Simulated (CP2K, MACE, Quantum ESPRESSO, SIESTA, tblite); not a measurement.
**Which site? In in place of Ga in random wurtzite alloy of AlN and GaN (72 atoms), by several methods**

Aim: compare the energies of In in place of Ga at unlike sites of random wurtzite alloy of AlN and GaN (72 atoms), with plane waves as the reference.

Results are calculated, not measured.

## 1. The structure

The cell holds 72 atoms (22 Ga, 36 N and 14 Al), with edges of 9.48, 9.48 and 10.21 Å. Recipe: wurtzite AlN, 3 x 3 x 2 conventional cells, 22 of 36 Al sites given to Ga at random (x = 0.611), lattice by Vegard's rule (a = 3.159 Å, c = 5.106 Å); not relaxed, displaced by a Gaussian of 0.02 Å. Then the atoms were relaxed with MACE MP-0b3 medium in the fixed cell.

## 2. The reference input

Quantum ESPRESSO 7.5: Kohn-Sham DFT, PBE, SSSP efficiency 1.3.0 pseudopotentials, plane waves. Its input, pw.in, for the unchanged cell:

```
&control
  calculation = 'scf'
  pseudo_dir = './pseudo'
  outdir = './tmp'
  disk_io = 'none'
  tprnfor = .true.
  tstress = .true.
/
&system
  ibrav = 0
  nat = 72
  ntyp = 3
  ecutwfc = 70
  ecutrho = 560
  nosym = .true.
  occupations = 'smearing'
  smearing = 'fd'
  degauss = 0.003675
/
&electrons
  conv_thr = 3.6e-07
  electron_maxstep = 100
  mixing_beta = 0.4
  mixing_mode = 'plain'
  diagonalization = 'david'
/
ATOMIC_SPECIES
Ga 69.723 Ga.upf
N 14.007 N.upf
Al 26.982 Al.upf
CELL_PARAMETERS angstrom
9.47730 0.00000 0.00000
-4.73865 8.20758 0.00000
0.00000 0.00000 10.21220
ATOMIC_POSITIONS crystal
Ga 0.00344 0.00290 0.00093
N 0.11753 0.22719 0.06333
Al 0.11326 0.22317 0.24886
N 0.00616 0.00457 0.30669
[... 66 atom lines left out ...]
Ga 0.77958 0.88885 0.74945
N 0.66879 0.66398 0.80905
K_POINTS gamma
```

```console
$ OMP_NUM_THREADS=1 mpirun -np 2 pw.x -in pw.in > output.txt
```

Elapsed: 11 min, on 2 MPI ranks of Arm Neoverse V1, shared host; peak memory 3.1 GiB.

It converged with an r.m.s. force component of 0.054 eV/Å and a pressure of 4.8 GPa.

## 3. Programs and settings

The levels share the cells and solve them as single points, though not every level runs every cell. CPU time is summed over a level's finished runs, on a host shared with the other runs, so it is rough; the force column is the median over cells of the r.m.s. difference of force components from the reference.

```
                level                      basis or training data  k-points  runs finished  CPU time  peak memory (GiB)  force difference (meV/Å)
              QE, PBE     plane waves, SSSP efficiency, 70/560 Ry         Γ         4 of 4    90 min                3.1                 reference
CP2K double zeta, PBE  DZVP-MOLOPT-SR, GTH-PBE potentials, 800 Ry         Γ         3 of 3    34 min                6.2                        56
      SIESTA DZP, PBE    DZP orbitals, shift 0.01 Ry, mesh 500 Ry         Γ         3 of 3    39 min                2.6                        58
    MACE MP-0b2 small          trained on PBE(+U) plane-wave data         -         4 of 4      29 s               0.67                        66
   MACE MP-0b3 medium          trained on PBE(+U) plane-wave data         -         4 of 4      36 s                1.1                        62
```

Runs without a converged result: tblite GFN1-xTB, 3 single points (refused). A level enters a table below only where it finished every cell that the table needs.

The reference's own r.m.s. force component runs from 54 to 66 meV/Å over these cells. MACE MP-0b3 medium relaxed the atoms, so in the cells that it relaxed its own forces are small, and its entry isn't an independent test there.

## 4. The sites

Each changed cell was relaxed with MACE MP-0b3 medium before the single points. Neighbours are the site's nearest atoms before the change.

| site | nearest atoms | their mean distance (Å) | atoms within 6 Å | largest move on relaxing (Å) | longest force left in the reference (eV/Å) |
| --- | --- | --- | --- | --- | --- |
| Ga23 | N4 | 1.95 | 84 | 0.15 | 0.19 |
| Ga43 | N4 | 1.95 | 83 | 0.15 | 0.28 |
| Ga1 | N4 | 1.95 | 82 | 0.16 | 0.27 |

## 5. Site energies

All changed cells hold the same atoms, so within one level their energies compare with no chemical potential. Energies in eV, less that of Ga23, the reference's cheapest site; the last column is the largest deviation from the reference once each row's mean is taken off.

| level | Ga23 | Ga43 | Ga1 | cheapest | largest deviation |
| --- | --- | --- | --- | --- | --- |
| QE, PBE | 0.00 | 0.04 | 0.06 | Ga23 | - |
| CP2K double zeta, PBE | 0.00 | 0.04 | 0.07 | Ga23 | 0.01 |
| SIESTA DZP, PBE | 0.00 | 0.04 | 0.07 | Ga23 | 0.00 |
| MACE MP-0b2 small | 0.00 | 0.05 | 0.04 | Ga23 | 0.02 |
| MACE MP-0b3 medium | 0.00 | 0.06 | 0.01 | Ga23 | 0.04 |

## 6. Findings

In the reference the cheapest site is Ga23 (N4) and the dearest Ga1 (N4), 0.060 eV higher, a spread too small to rank at these residual forces. SIESTA DZP, PBE follows the reference most closely (0.00 eV at worst) and MACE MP-0b3 medium least (0.04 eV). The other programs at PBE deviate by 0.01 eV at most, the learned potentials by 0.02 to 0.04 eV.

The reference's gap of 2.72 eV in the unchanged cell becomes 2.66 eV (Ga23), 2.66 eV (Ga43) and 2.66 eV (Ga1).

Caveats: The geometries are those of MACE MP-0b3 medium; forces of up to 0.28 eV/Å remain in the reference, so relaxing in DFT would lower the energies, by amounts that can differ from site to site. For MACE MP-0b3 medium alone these are relaxed energies. Defects interact with their periodic images. Only 3 of the 22 Ga sites are compared. Learned potentials don't solve for electrons, so the charge or spin state of a defect can't be set in them. The reference samples only Γ, in a cell whose shortest periodic width is 8 Å. The reference isn't exact: its cutoffs and mesh weren't converged further here. SIESTA's automatically made basis is far from complete, and its potentials were converted by us (checked for H, C, O, Si, Ge and Ca alone). The learned potentials mimic data converged in k, so the sampling error of the reference's coarse mesh counts against them here, while programs on the same mesh share it. Spin–orbit coupling is left out. Where levels are smeared, the DFT runs use Fermi–Dirac occupations at 580 K (0.05 eV), and energies are free energies.

[Logs are printed without paths, hosts, clocks, repeated set-up lines and the standing remarks that a program may print on its own settings, such as how far it seeks lower states.]

[Hosts, paths, dates, database ids (printed as entryN), source tags and the programs' standing remarks are cut or masked in the printed files.]
